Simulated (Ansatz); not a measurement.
# YFeRu: relaxing a made-up structure, part 2 of 2

This structure for YFeRu is made up. Its elements were placed in a known structure type with a cell scaled to their sizes. What cell does the guess relax to, and how far off was it?

Ansatz 0.2.0; DFT, PBE, plane-wave PAW, files of the set soft_1, scalar-relativistic, ferromagnetic start, cell and ions relaxed at zero pressure; PAW set soft_1 (the session's first sound run).

So far: Starting point; Relaxation of the guess. The relaxed cell has a, b, c = 5.158, 5.382, 7.391 Å (conventional setting).

### 3. Bands of the relaxed cell

With the geometry fixed, one more self-consistent run, with a narrower smearing and the mesh shown in its input, gives the bands, and its pressure, and its forces where symmetry allows any, show how far the geometry depends on these settings.

This step: DFT, PBE, plane-wave PAW, files of the set soft_1, scalar-relativistic, ferromagnetic start, bands and density of states at the relaxed cell; PAW set soft_1 (Ansatz 0.2.0).

The input, input.yaml:

```yaml
crystal:
  lattice:
    - [-2.5788417007, 2.6908595807, 3.6955173227]
    - [2.5788417007, -2.6908595807, 3.6955173227]
    - [2.5788417007, 2.6908595807, -3.6955173227]
  atoms:
    - { symbol: Ru, position: [0.5, 0.5, 0.0] }
    - { symbol: Ru, position: [0.0, 0.5, 0.5] }
    - { symbol: "Y", position: [0.875007945, 0.125007945, 0.75] }
    - { symbol: "Y", position: [0.124992055, 0.874992055, 0.25] }
    - { symbol: Fe, position: [0.5, 0.5, 0.5], spin: 2.3 }
    - { symbol: Fe, position: [0.5, 0.0, 0.0], spin: 2.3 }
magnetization:
  spin_polarized: true
kpoints:
  mp_grid: { grid: [8, 8, 8] }
  band_path:
    path:
      - [[0.0, 0.0, 0.0], [-0.37174157, 0.37174157, 0.37174157], [-0.25428908, 0.25428908, 0.48919405], [0.0, 0.0, 0.5], [0.25, 0.25, 0.25], [0.0, 0.5, 0.0], [0.37174157, 0.62825843, -0.37174157], [0.5, 0.5, -0.5], [0.0, 0.0, 0.0], [0.38254752, -0.38254752, 0.38254752], [0.5, 0.0, 0.0], [0.25, 0.25, 0.25]]
      - [[0.25428908, -0.25428908, 0.51080595], [0.38254752, -0.38254752, 0.38254752]]
      - [[0.61745248, 0.38254752, -0.38254752], [0.5, 0.5, -0.5]]
    npoints: 6
scf:
  occupations: { method: fermi_dirac, width: 0.03 }
  n_extra_bands: 13
hamiltonian:
  xc: pbe
  pseudopotentials: { kind: paw, azcp: { folder: soft_1 } }
output:
  forces: true
  stress: true
  write_bands: true
  dos: { projected: true }
  write_density: true
  write_potential: true
  elf: true
  volumetric_format: npy
```

Launch:

```console
> ansatz run input.yaml --threads 4 --pin off --max-ram 10240MiB --backend cpu --events-out ev --progress --plain --runs-dir out
```

Numbers of over 12 decimals in the logs are rounded to 6 here.

The program printed:

```text
[...]
Crystal: 6 atoms, lattice volume = 102.577 Å³
Basis set: ecut = 420 eV, 2005 PW (Γ), exchange–correlation on 72×72×72 points (8 copies of the dense FFT grid, shifted against one another)
Bands: 56, of which v1, the nominal top of the filled ones, is band 43 counted from 1 (42 counted from 0)
Symmetry: 8 space group operations
[...]
k-points: 95 of 512
[...]
Starting moments: Σ|m| = 4.6 μB on 2 of 6 sites
[...]
SCF iter   1: F=—  HF=-28430.911281 eV  |F-HF|=—  |Δ(HF+E_count)|=         —  Δρ=1.28e-1 (↑1.28e-1 ↓1.28e-1)  dr2=1.43e2  dr2_m=6.47e-1  M=3.241 μB ∫|m|=3.676 μB  β_m=0.30  ethr=3.10e-3  ⟨swp⟩=5.7  Hψ=32920  notcnv=0
[...]
SCF iter  17: F=-28417.108907 eV  HF=-28417.108907 eV  |F-HF|=6.40e-9  |Δ(HF+E_count)|=  5.71e-10  Δρ=1.06e-6 (↑1.06e-6 ↓8.52e-7)  dr2=6.68e-9  dr2_m=4.31e-11  M=4.397 μB ∫|m|=6.017 μB  ethr=1.32e-11  ⟨swp⟩=11.9  Hψ=59603  notcnv=0
SCF 1 converged in 17 iterations: F = -28417.108907 eV  dr2 = 6.68e-9
[...]
NSCF: frozen V_eff on 81 k-points
SCF converged after 17 iterations
Magnetization: 4.3973 μB (45.1987 up, 40.8013 down)
Absolute magnetization: 6.0191 μB (∫|ρ↑−ρ↓|, with the PAW one-centre terms)
[...]
Per-site moments (μB) at R_I (Å): [(0.293762, 1.082528), (0.293762, 1.082528), (-0.172717, 1.258920), (-0.172717, 1.258920), (2.275597, 1.063772), (2.275597, 1.063772)]
Free energy (F): -28417.108907 eV
[...]
Internal energy: -28417.090649 eV  (E = F + TS)
E sigma→0 (E₀):  -28417.099778 eV
Entropy (-TS):   -0.018258 eV (-3.043 meV/atom)
Fermi energy:    16.230785 eV
[...]
--- Forces (eV/Å), atoms counted from 1 ---
  atom   1  Ru     0.00000000     0.00000000     0.00000000
  atom   2  Ru     0.00000000    -0.00000000     0.00000000
  atom   3  Y      0.00000000    -0.00000000     0.01462295
  atom   4  Y      0.00000000     0.00000000    -0.01462295
  atom   5  Fe    -0.00000000     0.00000000     0.00000000
  atom   6  Fe     0.00000000     0.00000000    -0.00000000
  max |Σ_I F_I| component: 1.39e-17 eV/Å
--- Stress (GPa, compression-positive) ---
        0.111963      -0.000000       0.000000
       -0.000000       0.030085       0.000000
        0.000000       0.000000       0.070862
  P = ⅓ Tr σ = 0.0710 GPa (0.710 kbar)
--- Band table (eV; the first three rows and the last of 190) ---
  k-point 0 ↑: bands = [... 39 lower, 15.5178, 15.8649, 15.8773, 15.9011, 15.9081, 16.3493, 16.3965, 16.7647, ... 9 higher]
  k-point 1 ↑: bands = [... 39 lower, 15.3061, 15.4600, 15.7473, 15.8894, 16.2278, 16.2408, 16.5447, 16.5900, ... 9 higher]
  k-point 2 ↑: bands = [... 39 lower, 15.0963, 15.2109, 15.3938, 15.4162, 15.8933, 15.9076, 16.3460, 16.3541, ... 9 higher]
  k-point 94 ↓: bands = [... 39 lower, 15.4909, 15.7906, 15.8376, 16.3811, 16.4004, 17.1004, 17.1972, 17.4206, ... 9 higher]
```

The job ended after 45 s (4 threads of Arm Neoverse V1, shared host; peak memory 1 GiB; 2.9 min of CPU time).

Reading the cycles: dr2 is the Hartree energy of the density residual (eV), the measure of convergence; HF is the Harris–Foulkes estimate of the energy, which meets the free energy F at convergence.

This step gave:

```
free energy             : -28417.1089 eV
energy at zero smearing : -28417.0998 eV
smearing term TS        : 0.01826 eV
Fermi energy            : 16.23 eV
magnetization           : 4.397 μB
absolute magnetization  : 6.019 μB
site moments            : 0.2938, 0.2938, -0.1727, -0.1727, 2.276, 2.276 μB
pressure                : 0.07097 GPa
```

From bands.tsv, the bands that come nearest the Fermi level along the path, at its corners, in eV from the Fermi level:

```
point  band_43_up  band_44_up  band_45_up  band_46_up  band_37_dn  band_40_dn  band_41_dn  band_42_dn
    Γ       -0.32        0.12        0.17        0.53        0.02        0.45        0.58        0.65
    X       -1.15        0.10        0.13        0.24       -0.88       -0.33       -0.32       -0.15
    L       -0.88       -0.27       -0.24        0.58       -1.01       -0.43       -0.19       -0.02
    T       -0.82       -0.80       -0.80        0.55       -1.10       -0.53       -0.53        0.73
    W       -1.20       -0.37       -0.37        0.54       -1.22       -0.28       -0.28        0.25
    R       -0.31        0.13        1.06        1.18       -0.67       -0.05        0.22        0.73
   X1       -1.15        0.10        0.13        0.24       -0.88       -0.33       -0.32       -0.15
    Z       -1.36       -0.02        0.04        0.10       -1.07       -0.44       -0.39        0.15
    Γ       -0.32        0.12        0.17        0.53        0.02        0.45        0.58        0.65
    Y       -1.13       -0.70       -0.14        0.56       -1.01       -0.34       -0.21        0.00
    S       -0.85       -0.62        0.25        1.38       -1.08        0.47        0.70        0.77
    W       -1.20       -0.37       -0.37        0.54       -1.22       -0.28       -0.28        0.25
   L1       -0.88       -0.27       -0.24        0.58       -1.01       -0.43       -0.19       -0.02
    Y       -1.13       -0.70       -0.14        0.56       -1.01       -0.34       -0.21        0.00
   Y1       -1.13       -0.70       -0.14        0.56       -1.01       -0.34       -0.21        0.00
    Z       -1.36       -0.02        0.04        0.10       -1.07       -0.44       -0.39        0.15
```

Spin density in the ac plane of the conventional cell at fractional y = 0.250, with atoms of Y and Fe within 0.2 Å of it.

Ten even steps from '0' (0.0 e/Å³) to '9' (4.0 e/Å³), each cell a mean:
```
00000000000000
00000000000000
00000000000000
00000000000000
00000000000000
00000000000000
00000000000000
00000000000000
00000000000000
00000000000000
00000000000000
00000000000000
00000000000000
00132000013200
00396100039610
00275100037400
00011000001100
00000000000000
00000000000000
00000000000000
```
Columns run along a (5.2 Å), rows up along c (7.4 Å), edges of the conventional cell, whose origin can differ from the input's. Atoms in or near the plane, at fractional coordinates: Y at (0.50, 0.63), Y at (0.00, 0.87), Fe at (0.25, 0.25), Fe at (0.75, 0.25).

ELF in the ac plane of the conventional cell at fractional y = 0.250, with atoms of Y and Fe within 0.2 Å of it. It is the smooth field of the valence electrons, not physical close to the nuclei.

Values, 20 rows by 14 columns, each cell a mean:
```
0.81 0.69 0.31 0.18 0.34 0.36 0.31 0.31 0.34 0.37 0.25 0.20 0.54 0.79
0.70 0.82 0.58 0.17 0.30 0.39 0.37 0.36 0.39 0.36 0.19 0.35 0.77 0.75
0.57 0.81 0.67 0.19 0.25 0.38 0.37 0.36 0.38 0.33 0.15 0.43 0.82 0.68
0.79 0.82 0.54 0.13 0.15 0.21 0.21 0.20 0.21 0.19 0.10 0.30 0.75 0.82
0.67 0.53 0.21 0.06 0.08 0.19 0.36 0.39 0.26 0.11 0.06 0.11 0.39 0.65
0.22 0.17 0.12 0.08 0.20 0.60 0.78 0.81 0.73 0.36 0.08 0.10 0.14 0.19
0.28 0.30 0.27 0.13 0.39 0.81 0.76 0.70 0.83 0.63 0.16 0.20 0.30 0.29
0.37 0.40 0.36 0.17 0.42 0.81 0.69 0.56 0.80 0.65 0.19 0.27 0.40 0.39
0.33 0.36 0.37 0.21 0.27 0.70 0.81 0.79 0.79 0.47 0.17 0.31 0.38 0.34
0.29 0.33 0.38 0.29 0.16 0.36 0.64 0.70 0.50 0.22 0.21 0.36 0.35 0.30
0.30 0.34 0.39 0.37 0.23 0.14 0.19 0.21 0.16 0.18 0.32 0.40 0.37 0.31
0.36 0.35 0.32 0.26 0.22 0.23 0.25 0.25 0.23 0.21 0.24 0.29 0.35 0.36
0.37 0.26 0.20 0.22 0.20 0.21 0.33 0.38 0.26 0.20 0.21 0.20 0.22 0.34
0.29 0.19 0.33 0.51 0.43 0.26 0.27 0.33 0.24 0.36 0.51 0.42 0.21 0.23
0.24 0.23 0.53 0.83 0.70 0.34 0.22 0.25 0.24 0.53 0.84 0.69 0.32 0.20
0.28 0.24 0.47 0.72 0.60 0.28 0.20 0.25 0.20 0.44 0.73 0.61 0.32 0.24
0.37 0.23 0.26 0.34 0.29 0.19 0.28 0.34 0.20 0.23 0.34 0.31 0.23 0.30
0.35 0.27 0.19 0.19 0.21 0.28 0.36 0.38 0.32 0.23 0.19 0.19 0.22 0.32
0.18 0.18 0.22 0.30 0.36 0.37 0.34 0.33 0.36 0.37 0.33 0.24 0.19 0.17
0.41 0.25 0.15 0.28 0.39 0.36 0.30 0.29 0.33 0.39 0.35 0.19 0.20 0.35
```
Columns run along a (5.2 Å), rows up along c (7.4 Å), edges of the conventional cell, whose origin can differ from the input's. Atoms in or near the plane, at fractional coordinates: Y at (0.50, 0.63), Y at (0.00, 0.87), Fe at (0.25, 0.25), Fe at (0.75, 0.25).

Valence density in the ac plane of the conventional cell at fractional y = 0.250, with atoms of Y and Fe within 0.2 Å of it. It is the smooth field of the valence electrons, not physical close to the nuclei.

Values in e/Å³, 20 rows by 14 columns, each cell a mean:
```
 2  1  0  0  0  0  0  0  0  0  0  0  1  2
 3  3  1  0  0  0  0  0  0  0  0  1  2  3
 3  3  1  0  0  0  0  0  0  0  0  1  2  3
 3  2  1  0  0  0  0  0  0  0  0  0  2  3
 1  1  0  0  0  0  0  1  0  0  0  0  1  1
 0  0  0  0  0  1  2  2  1  0  0  0  0  0
 0  0  0  0  1  2  3  3  3  1  0  0  0  0
 0  0  0  0  1  2  3  3  3  1  0  0  0  0
 0  0  0  0  0  2  3  3  2  1  0  0  0  0
 0  0  0  0  0  1  1  1  1  0  0  0  0  0
 0  0  0  0  0  0  0  0  0  0  0  0  0  0
 0  0  0  0  0  0  0  0  0  0  0  0  0  0
 0  0  1  1  1  0  0  0  0  1  1  1  0  0
 0  1  3  9  6  1  0  0  1  4  9  6  1  0
 0  1 10 26 18  3  0  0  1 10 26 18  3  0
 0  1  7 19 13  2  0  0  1  7 19 13  3  0
 0  0  1  4  2  1  0  0  0  1  4  3  1  0
 0  0  0  0  0  0  0  0  0  0  0  0  0  0
 0  0  0  0  0  0  0  0  0  0  0  0  0  0
 1  0  0  0  0  0  0  0  0  0  0  0  0  0
```
Columns run along a (5.2 Å), rows up along c (7.4 Å), edges of the conventional cell, whose origin can differ from the input's. Atoms in or near the plane, at fractional coordinates: Y at (0.50, 0.63), Y at (0.00, 0.87), Fe at (0.25, 0.25), Fe at (0.75, 0.25).

### 4. Outcome

```
space group, relaxed : Imma
conventional cell    : a = 5.158, b = 5.382, c = 7.391 Å; α = 90.0°, β = 90.0°, γ = 90.0°
volume per atom      : 17.10 Å³ (guess 15.30)
total moment         : 4.34 μB in the cell of 6 atoms
```

YFeRu relaxes to Imma with a = 5.158, b = 5.382 and c = 7.391 Å. The guessed volume was 10 % too small. The space group Imma was held in the relaxation, so the end point is a stationary structure within it and may be a saddle against distortions or other arrangements. The input starts from parallel moments, and no other start was typed. Bands cross the Fermi level, so it is a metal or semimetal at this level. On the 8×8×8 mesh with the narrower smearing (relaxed on 7×7×7) the largest force component is 0.015 eV/Å and the largest stress component is 0.112 GPa, against the relaxation's thresholds of 0.015 eV/Å and 0.05 GPa. The cutoff wasn't tested. No dispersion term is used, so weakly bound directions may come out too long. Nothing here tests whether the compound is stable against decomposition.

[Logs are printed without paths, hosts, clocks, repeated set-up lines and the standing remarks that a program may print on its own settings, such as how far it seeks lower states.]

[Hosts, paths, dates, database ids (printed as entryN), source tags and the programs' standing remarks are cut or masked in the printed files.]
